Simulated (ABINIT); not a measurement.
**BaTiO3 (Pm-3m): a self-consistent loop beyond G0W0, cycle by cycle**

How far does self-consistency move the gap of BaTiO3 (Pm-3m)?

Method: LDA and many-body steps on it, plane waves, in ABINIT 10.8.3.

**What was measured.**

- Gap 3.2 eV: optical gap from first-derivative diffuse reflectance spectrum; UV-vis diffuse reflectance; powder (“Influence of Rapid Heat Treatment on the Photocatalytic Activity and Stability of Barium Titanates Against a Broad Range of Pollutants”, 2024, pmc:11596716).

- Gap 3.28 eV: optical gap from first-derivative diffuse reflectance spectrum; UV-vis diffuse reflectance; powder (commercial cubic reference powder, crystallite size 31.8 nm) (“Influence of Rapid Heat Treatment on the Photocatalytic Activity and Stability of Barium Titanates Against a Broad Range of Pollutants”, 2024, pmc:11596716).

## 1. Set-up

Symmetry: Pm-3m, No. 221, cubic system. Conventional cell: a = 4.006 Å, b = 4.006 Å, c = 4.006 Å, α = 90.00°, β = 90.00°, γ = 90.00°. Nearest to Ba lie 12 O at 2.83 Å. Nearest to Ti lie 6 O at 2.00 Å. Nearest to O lie 2 Ti at 2.00 Å and 4 Ba at 2.83 Å. Farther neighbours and most contacts between anions are not listed.

The cell and positions come from the Crystallography Open Database and are kept as given unless a step says otherwise. Spin-orbit coupling is left out unless a step names it.

## 2. Empty states on the mesh, 4×4×4 mesh, 148 bands

This step: ABINIT 10.8.3; DFT, LDA, plane waves, norm-conserving pseudopotentials.

The sums over transitions need many empty states on a uniform mesh; this step solves for them.

Input file run.abi:

```
acell 3*1.0 Angstrom
rprim 
  4.006000000000 0.000000000000 0.000000000000
  0.000000000000 4.006000000000 0.000000000000
  0.000000000000 0.000000000000 4.006000000000
ntypat 3
znucl 56 22 8
natom 5
typat 1 2 3 3 3
xred 
  0.500000000000 0.500000000000 0.500000000000
  0.000000000000 0.000000000000 0.000000000000
  0.500000000000 0.000000000000 0.000000000000
  0.000000000000 0.500000000000 0.000000000000
  0.000000000000 0.000000000000 0.500000000000
pp_dirpath "pseudos"
pseudos "Ba.upf, Ti.upf, O.upf"
ecut 38
ngkpt 4 4 4
nshiftk 1
shiftk 0 0 0
kptopt 1
chksymbreak 0
irdden 1
istwfk *1
nband 148
prtvol 0
optdriver 6
gwr_task "HDIAGO"
paral_kgb 0
occopt 1
indata_prefix "in"
outdata_prefix "out"
tmpdata_prefix "tmp"
```

The run is started by

```
> OMP_NUM_THREADS=1 mpirun -n 8 abinit run.abi > log
```

The program printed:

```text
.Version 10.8.3 of ABINIT. v10.8.2 released Aug 2026.

 Symmetries : space group Pm -3 m (#221); Bravais cP (primitive cubic)
[... echo of the input left out ...]
== DATASET  1 ==================================================================
-   mpi_nproc: 8, omp_nthreads: 1 (-1 if OMP is not activated)

--- !DatasetInfo
iteration_state: {dtset: 1, }
dimensions: {natom: 5, nkpt: 10, mband: 148, nsppol: 1, nspinor: 1, nspden: 1, mpw: 4945, }
cutoff_energies: {ecut:  38.0, pawecutdg:  -1.0, }
[...]
Indirect band gap semiconductor
 Fundamental gap:     1.712 (eV)
   VBM:     6.244 (eV) at k: [ 5.0000E-01,  5.0000E-01,  5.0000E-01]
   CBM:     7.956 (eV) at k: [ 0.0000E+00,  0.0000E+00,  0.0000E+00]
 Direct gap:         1.848 (eV) at k: [ 0.0000E+00,  0.0000E+00,  0.0000E+00]

== END DATASET(S) ==============================================================
================================================================================

 -outvars: echo values of variables after computation  --------
           etotal      0.0000000000E+00
            nband         148
             nkpt          10
          spgroup         221
 [... the other variables as echoed above ...]

 Calculation completed.
```

Wall time 2.7 min (8 MPI ranks of Arm Neoverse V1, shared host); peak memory 10 GiB; 21 min of CPU time.

Numbers from this step:

- gap: 1.712 eV
- k of the valence top: 0.5, 0.5, 0.5
- k of the conduction bottom: 0, 0, 0
- least direct gap: 1.848 eV
- k points computed: 10
- lowest point of the top converged band, above the valence top: 74.5046 eV

On this mesh the gap is 1.712 eV.

The density comes from a self-consistent run that is not shown.

## 3. Screening, 4×4×4 mesh, 140 bands, screening to 130.6 eV

The RPA dielectric matrix is built and inverted for each q.

This step: RPA screening on LDA, plane waves, norm-conserving pseudopotentials.

run.abi: that of step 2 with these lines changed.

```diff
@@ -23,10 +23,11 @@
 chksymbreak 0
-irdden 1
 istwfk *1
-nband 148
-prtvol 0
-optdriver 6
-gwr_task "HDIAGO"
-paral_kgb 0
 occopt 1
+irdwfk 1
+optdriver 3
+nband 140
+ecuteps 4.8
+inclvkb 2
+awtr 1
+symchi 1
 indata_prefix "in"
```

The program printed:

```text
.Version 10.8.3 of ABINIT. v10.8.2 released Aug 2026.

 Symmetries : space group Pm -3 m (#221); Bravais cP (primitive cubic)
[... echo of the input left out ...]
== DATASET  1 ==================================================================
-   mpi_nproc: 8, omp_nthreads: 1 (-1 if OMP is not activated)

--- !DatasetInfo
iteration_state: {dtset: 1, }
dimensions: {natom: 5, nkpt: 10, mband: 140, nsppol: 1, nspinor: 1, nspden: 1, mpw: 4945, }
cutoff_energies: {ecut:  38.0, pawecutdg:  -1.0, }
electrons: {nelect:   4.00000000E+01, charge:   0.00000000E+00, occopt:   1.00000000E+00, tsmear:   1.00000000E-02, }

 SCREENING: Calculation of the susceptibility and dielectric matrices

 Based on a program developped by R.W. Godby, V. Olevano, G. Onida, and L. Reining.
 Incorporated in ABINIT by V. Olevano, G.-M. Rignanese, and M. Torrent.
.Using double precision arithmetic ; gwpc =  8

[... cell and pseudopotentials left out ...]
--------------------------------------------------------------------------------

 ==== K-mesh for the wavefunctions ====
 Number of points in the irreducible wedge :    10
[... list of points left out ...]
 Together with 48 symmetry operations and time-reversal symmetry
 yields    64 points in the full Brillouin Zone.

 ==== Q-mesh for the screening function ====
 Number of points in the irreducible wedge :    10
[... list of points left out ...]
 Together with 48 symmetry operations and time-reversal symmetry
 yields    64 points in the full Brillouin Zone.

 setmesh: FFT mesh size selected  =    30x   30x   30
          total number of points  =        27000

 vcoul_init : cutoff-mode = AUXILIARY_FUNCTION
 q-points for optical limit:   1
     1)      0.000010    0.000020    0.000030

- screening: taking advantage of time-reversal symmetry
- Maximum band index for partially occupied states nbvw = 20
- Remaining bands to be divided among processors   nbcw = 120
- Number of bands treated by each node ~15

 Number of electrons calculated from density =   40.0000; Expected =   40.0000
 average of density, n =  0.092200
 r_s =    1.3732
 omega_plasma =   29.2901 [eV]

 calculating chi0 at frequencies [eV] :
  1    0.000000E+00    0.000000E+00
  2    0.000000E+00    2.929010E+01

--------------------------------------------------------------------------------
  q-point number  1        q = ( 0.000000, 0.000000, 0.000000) [r.l.u.]
--------------------------------------------------------------------------------
[... chi0 elements left out ...]
 For q-point:  0.000010 0.000020 0.000030
  dielectric constant =   7.1255
  dielectric constant without local fields =   7.5579

  Average fulfillment of the sum rule on Im[epsilon] for q-point    1 :     69.06  [%]
[... wings left out ...]
  q-point number  2        q = ( 0.250000, 0.000000, 0.000000) [r.l.u.]
--------------------------------------------------------------------------------
[... chi0 elements left out ...]
  Average fulfillment of the sum rule on Im[epsilon] for q-point    2 :     79.43  [%]

 [... 8 further q-points ...]
```

Elapsed: 54 s, on 8 MPI ranks; peak memory 2.2 GiB; 7.1 min of CPU time.

This step gave:

- ε∞ with local fields, on this mesh, along the program's q direction: 7.125
- the same without local fields: 7.558
- plasma frequency: 29.29 eV
- plane waves in the screening matrix: 203

Local fields lower ε∞ by 6 %. On a Γ-centred mesh this coarse the value itself is usually too large, while a short band sum pulls it down.

## 4. G0W0

The self-energy is evaluated for the states that the input lists, and the levels follow from it, in one-shot runs by the linearised quasiparticle equation.

This step: G0W0 on LDA, plane waves, norm-conserving pseudopotentials.

run.abi: that of step 3 with these lines changed.

```diff
@@ -26,8 +26,21 @@
 irdwfk 1
-optdriver 3
+optdriver 4
 nband 140
+gwcalctyp 0
+ecutsigx 38
+symsigma 1
+nkptgw 4
+kptgw 
+  0.5000000000 0.5000000000 0.5000000000
+  0.0000000000 0.0000000000 0.0000000000
+  0.5000000000 0.0000000000 0.0000000000
+  0.5000000000 0.5000000000 0.0000000000
+bdgw 
+  18 23
+  18 23
+  19 23
+  18 22
 ecuteps 4.8
-inclvkb 2
-awtr 1
-symchi 1
+irdscr 1
+ppmodel 1
 indata_prefix "in"
```

The program printed:

```text
.Version 10.8.3 of ABINIT. v10.8.2 released Aug 2026.

 Symmetries : space group Pm -3 m (#221); Bravais cP (primitive cubic)
[... echo of the input left out ...]
== DATASET  1 ==================================================================
-   mpi_nproc: 8, omp_nthreads: 1 (-1 if OMP is not activated)

--- !DatasetInfo
iteration_state: {dtset: 1, }
dimensions: {natom: 5, nkpt: 10, mband: 140, nsppol: 1, nspinor: 1, nspden: 1, mpw: 4945, }
cutoff_energies: {ecut:  38.0, pawecutdg:  -1.0, }
electrons: {nelect:   4.00000000E+01, charge:   0.00000000E+00, occopt:   1.00000000E+00, tsmear:   1.00000000E-02, }

 SIGMA: Calculation of the GW corrections

 Based on a program developped by R.W. Godby, V. Olevano, G. Onida, and L. Reining.
 Incorporated in ABINIT by V. Olevano, G.-M. Rignanese, and M. Torrent.
.Using double precision arithmetic ; gwpc =  8

[... cell and pseudopotentials left out ...]
--------------------------------------------------------------------------------

 ==== K-mesh for the wavefunctions ====
 Number of points in the irreducible wedge :    10
[... list of points left out ...]
 Together with 48 symmetry operations and time-reversal symmetry
 yields    64 points in the full Brillouin Zone.

 ==== Q-mesh for screening function ====
 Number of points in the irreducible wedge :    10
[... list of points left out ...]
 Together with 48 symmetry operations and time-reversal symmetry
 yields    64 points in the full Brillouin Zone.

 vcoul_init : cutoff-mode = AUXILIARY_FUNCTION
 q-points for optical limit:   1
     1)      0.000010    0.000020    0.000030
 setmesh: FFT mesh size selected  =    45x   45x   45
          total number of points  =        91125

 Number of electrons calculated from density =   40.0000; Expected =   40.0000
 average of density, n =  0.092200
 r_s =    1.3732
 omega_plasma =   29.2901 [eV]

 === KS Band Gaps ===
  >>>> For spin  1
   Minimum direct gap =   1.8483 [eV], located at k-point      :   0.0000  0.0000  0.0000
   Fundamental gap    =   1.7123 [eV], Top of valence bands at :   0.5000  0.5000  0.5000
                                       Bottom of conduction at :   0.0000  0.0000  0.0000
 SIGMA fundamental parameters:
 PLASMON POLE MODEL  1
 number of plane-waves for SigmaX                 4945
 number of plane-waves for SigmaC and W            203
 number of plane-waves for wavefunctions          4945
 number of bands                                   140
 number of independent spin polarizations            1
 number of spinorial components                      1
 number of k-points in IBZ                          10
 number of q-points in IBZ                          10
 number of symmetry operations                      48
 number of k-points in BZ                           64
 number of q-points in BZ                           64
 number of frequencies for dSigma/dE                 9
 frequency step for dSigma/dE [eV]                0.25
 number of omega for Sigma on real axis              0
 max omega for Sigma on real axis  [eV]           0.00
 zcut for avoiding poles [eV]                     0.10

 EPSILON^-1 parameters (SCR file):
 dimension of the eps^-1 matrix on file            203
 dimension of the eps^-1 matrix used               203
 number of plane-waves for wavefunctions          4945
 number of bands                                   140
 number of q-points in IBZ                          10
 number of frequencies                               2
 number of real frequencies                          1
 number of imag frequencies                          1

 matrix elements of self-energy operator (all in [eV])

 Perturbative Calculation

--- !SelfEnergy_ee
iteration_state: {dtset: 1, }
kpoint     : [   0.500,    0.500,    0.500, ]
spin       : 1
KS_gap     :    4.186
QP_gap     :    5.900
Delta_QP_KS:    1.713
data: !SigmaeeData |
     Band     E0 <VxcDFT>   SigX SigC(E0)      Z dSigC/dE  Sig(E)    E-E0       E
       18   6.244 -19.735 -24.909   5.020   0.762  -0.313 -19.852  -0.117   6.127
       19   6.244 -19.735 -24.909   5.020   0.762  -0.313 -19.852  -0.117   6.127
       20   6.244 -19.735 -24.909   5.020   0.762  -0.313 -19.852  -0.117   6.127
       21  10.430 -21.684 -13.136  -6.379   0.736  -0.359 -20.088   1.596  12.026
       22  10.430 -21.684 -13.136  -6.379   0.736  -0.359 -20.088   1.596  12.026
       23  10.430 -21.684 -13.136  -6.379   0.736  -0.359 -20.088   1.596  12.026

--- !SelfEnergy_ee
iteration_state: {dtset: 1, }
kpoint     : [   0.000,    0.000,    0.000, ]
spin       : 1
KS_gap     :    1.848
QP_gap     :    3.437
Delta_QP_KS:    1.589
data: !SigmaeeData |
     Band     E0 <VxcDFT>   SigX SigC(E0)      Z dSigC/dE  Sig(E)    E-E0       E
[...]
--- !SelfEnergy_ee
iteration_state: {dtset: 1, }
kpoint     : [   0.500,    0.000,    0.000, ]
spin       : 1
KS_gap     :    2.578
QP_gap     :    4.263
Delta_QP_KS:    1.685
data: !SigmaeeData |
     Band     E0 <VxcDFT>   SigX SigC(E0)      Z dSigC/dE  Sig(E)    E-E0       E
[...]
--- !SelfEnergy_ee
iteration_state: {dtset: 1, }
kpoint     : [   0.500,    0.500,    0.000, ]
spin       : 1
KS_gap     :    3.586
QP_gap     :    5.266
Delta_QP_KS:    1.680
data: !SigmaeeData |
     Band     E0 <VxcDFT>   SigX SigC(E0)      Z dSigC/dE  Sig(E)    E-E0       E
[...]
20   6.169 -19.570 -24.734   4.994   0.763  -0.311 -19.699  -0.129   6.040
       21   9.754 -21.241 -13.313  -5.848   0.746  -0.341 -19.689   1.552  11.306
       22   9.754 -21.241 -13.313  -5.848   0.746  -0.341 -19.689   1.552  11.306

== END DATASET(S) ==============================================================
================================================================================

 -outvars: echo values of variables after computation  --------
           etotal      0.0000000000E+00
            nband         140
             nkpt          10
          spgroup         221
 [... the other variables as echoed above ...]

 Calculation completed.
```

Elapsed: 17 s, on 8 MPI ranks; peak memory 1.8 GiB; 2.3 min of CPU time.

This step gave:

```
G0W0 gap on the mesh                         : 3.287 eV
starting gap on the mesh                     : 1.712 eV
k of the valence top                         : 0.5, 0.5, 0.5
k of the conduction bottom                   : 0, 0, 0
Z at the valence top                         : 0.762
Z at the conduction bottom                   : 0.777
least direct G0W0 gap on the computed points : 3.437 eV
```

The gap on the mesh goes from 1.71 eV to 3.29 eV, a correction of +1.57 eV.

## 5. evGW0, cycle 1

This step: evGW0 on LDA, plane waves, norm-conserving pseudopotentials.

run.abi: that of step 4 with these lines changed.

```diff
@@ -28,16 +28,28 @@
 nband 140
-gwcalctyp 0
+gwcalctyp 10
 ecutsigx 38
 symsigma 1
-nkptgw 4
+nkptgw 10
 kptgw 
+  0.0000000000 0.0000000000 0.0000000000
+  0.2500000000 0.0000000000 0.0000000000
+  0.5000000000 0.0000000000 0.0000000000
+  0.2500000000 0.2500000000 0.0000000000
+  0.5000000000 0.2500000000 0.0000000000
+  0.5000000000 0.5000000000 0.0000000000
+  0.2500000000 0.2500000000 0.2500000000
+  0.5000000000 0.2500000000 0.2500000000
+  0.5000000000 0.5000000000 0.2500000000
   0.5000000000 0.5000000000 0.5000000000
-  0.0000000000 0.0000000000 0.0000000000
-  0.5000000000 0.0000000000 0.0000000000
-  0.5000000000 0.5000000000 0.0000000000
 bdgw 
-  18 23
-  18 23
-  19 23
-  18 22
+  12 69
+  12 69
+  12 69
+  12 69
+  12 69
+  12 69
+  12 69
+  12 69
+  12 69
+  12 69
 ecuteps 4.8
```

The program printed:

```text
.Version 10.8.3 of ABINIT. v10.8.2 released Aug 2026.

 Symmetries : space group Pm -3 m (#221); Bravais cP (primitive cubic)
[... echo of the input left out ...]
== DATASET  1 ==================================================================
-   mpi_nproc: 8, omp_nthreads: 1 (-1 if OMP is not activated)

--- !DatasetInfo
iteration_state: {dtset: 1, }
dimensions: {natom: 5, nkpt: 10, mband: 140, nsppol: 1, nspinor: 1, nspden: 1, mpw: 4945, }
cutoff_energies: {ecut:  38.0, pawecutdg:  -1.0, }
electrons: {nelect:   4.00000000E+01, charge:   0.00000000E+00, occopt:   1.00000000E+00, tsmear:   1.00000000E-02, }

 SIGMA: Calculation of the GW corrections

 Based on a program developped by R.W. Godby, V. Olevano, G. Onida, and L. Reining.
 Incorporated in ABINIT by V. Olevano, G.-M. Rignanese, and M. Torrent.
.Using double precision arithmetic ; gwpc =  8

[... cell and pseudopotentials left out ...]
--------------------------------------------------------------------------------

 ==== K-mesh for the wavefunctions ====
 Number of points in the irreducible wedge :    10
[... list of points left out ...]
 Together with 48 symmetry operations and time-reversal symmetry
 yields    64 points in the full Brillouin Zone.

 ==== Q-mesh for screening function ====
 Number of points in the irreducible wedge :    10
[... list of points left out ...]
 Together with 48 symmetry operations and time-reversal symmetry
 yields    64 points in the full Brillouin Zone.

 vcoul_init : cutoff-mode = AUXILIARY_FUNCTION
 q-points for optical limit:   1
     1)      0.000010    0.000020    0.000030
 setmesh: FFT mesh size selected  =    45x   45x   45
          total number of points  =        91125

 Number of electrons calculated from density =   40.0000; Expected =   40.0000
[...]
spin       : 1
KS_gap     :    3.857
QP_gap     :    5.551
Delta_QP_KS:    1.693
data: !SigmaeeData |
     Band     E_DFT   <VxcDFT>   E(N-1)  <Hhartree>   SigX  SigC[E(N-1)]    Z     dSigC/dE  Sig[E(N)]  DeltaE  E(N)_pert E(N)_diago
[...]
--- !SelfEnergy_ee
iteration_state: {dtset: 1, }
kpoint     : [   0.500,    0.500,    0.500, ]
spin       : 1
KS_gap     :    4.186
QP_gap     :    5.900
Delta_QP_KS:    1.713
data: !SigmaeeData |
     Band     E_DFT   <VxcDFT>   E(N-1)  <Hhartree>   SigX  SigC[E(N-1)]    Z     dSigC/dE  Sig[E(N)]  DeltaE  E(N)_pert E(N)_diago
[...]
68    47.133   -11.987    47.133    59.119    -2.706    -8.004     0.504    -0.983   -11.343     0.644    47.777    48.409
       69    48.277   -13.302    48.277    61.578    -3.520    -9.690     0.427    -1.340   -13.263     0.039    48.316    48.409

 New Fermi energy :        2.925763E-01 Ha ,    7.961406E+00 eV

 === QP Band Gaps ===
  >>>> For spin  1
   Minimum direct gap =   3.8959 [eV], located at k-point      :   0.0000  0.0000  0.0000
   Fundamental gap    =   3.7430 [eV], Top of valence bands at :   0.5000  0.5000  0.5000
                                       Bottom of conduction at :   0.0000  0.0000  0.0000

 writing QP data on file : out_QPS

 Convergence of QP corrections
 >>>>> For spin  1 <<<<<
.  kptgw no:  1; Maximum DeltaE = (   0.249   0.007) for band index: 54
.  kptgw no:  2; Maximum DeltaE = (   0.495   0.050) for band index: 50
.  kptgw no:  3; Maximum DeltaE = (  -0.244  -0.022) for band index: 56
[...]
.  kptgw no:  9; Maximum DeltaE = (   1.362   0.029) for band index: 43
.  kptgw no: 10; Maximum DeltaE = (   0.477  -0.009) for band index: 50

== END DATASET(S) ==============================================================
================================================================================

 -outvars: echo values of variables after computation  --------
           etotal      0.0000000000E+00
            nband         140
             nkpt          10
          spgroup         221
 [... the other variables as echoed above ...]

 Calculation completed.
```

It took 9.4 min on 8 MPI ranks; peak memory 8.9 GiB; 75 min of CPU time.

This step gave:

* quasiparticle gap on the mesh: 3.743 eV
* gap of the density functional on the mesh: 1.712 eV
* k of the valence top: 0.5, 0.5, 0.5
* k of the conduction bottom: 0, 0, 0
* Z at the valence top: 0.762
* Z at the conduction bottom: 0.777
* least direct quasiparticle gap on the computed points: 3.896 eV

Against G0W0 in ABINIT (4×4×4 mesh, 140 bands, screening to 130.6 eV, Godby-Needs plasmon pole), the gap moves by +0.456 eV. This first cycle still uses the starting levels; it takes the full correction, at all points of the mesh, and its linearised value is 3.287 eV.

(Continued in part 2 of 3.)

[Paths, hosts, dates, memory and timing lines, banners, echoed tables and standing remarks are left out of the program output.]

[Logs are printed without paths, hosts, clocks, repeated set-up lines and the standing remarks that a program may print on its own settings, such as how far it seeks lower states.]

[Runs of the session that timed out or met a known fault of the program may be left out.]

[Hosts, paths, dates, database ids (printed as entryN), source tags and the programs' standing remarks are cut or masked in the printed files.]

[G0W0 gaps are taken among the corrected bands and points alone; a level outside them can change the order at an edge.]

[Where Ansatz stands beside ABINIT at settings called matched, ABINIT's density can come from a denser mesh and the files from another edition; pairs whose starting gaps differed by over 0.03 eV were left out, so agreement reads better than it is.]
